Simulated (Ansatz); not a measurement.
Rows from a G0W0 calculation on Ti2CO2/Ti2CO2 (MXene bilayer) (Ansatz 0.2.0; G0W0 on PBEsol, plane waves, PAW; PAW set soft_1; 6×6×1 mesh, 131 empty bands, screening to 30 eV, PAW set soft_1 files), in eV. Spin-orbit coupling is left out.

| row | Σx | Σc | Vxc | Z |
| --- | --- | --- | --- | --- |
| A | -14.31 | -4.15 | -19.99 | 0.66 |
| B | -13.83 | -5.54 | -21.23 | 0.64 |
| C | -14.30 | -4.22 | -20.01 | 0.66 |
| D | -19.56 | 1.90 | -18.44 | 0.67 |
| E | -19.61 | 2.58 | -17.70 | 0.66 |
| F | -19.61 | 2.58 | -17.70 | 0.66 |

Question: Which rows are filled states and which are empty ones, and how can one tell?

Filled: D, E and F. Empty: A, B and C. The sign of Σc tells: for a filled state bare exchange, which holds its interaction with itself, lies below Vxc (Σx − Vxc is -1.1 eV or lower here) and screening gives part back as a positive Σc. For an empty state Σx lies above Vxc (+5.7 eV or more) and the Coulomb hole leaves Σc negative.

[Runs of the session that timed out or met a known fault of the program may be left out.]

[Cells called generated may have been cut or substituted from an entry of the Crystallography Open Database or the Materials Project.]

[Hosts, paths, dates, database ids (printed as entryN), source tags and the programs' standing remarks are cut or masked in the printed files.]
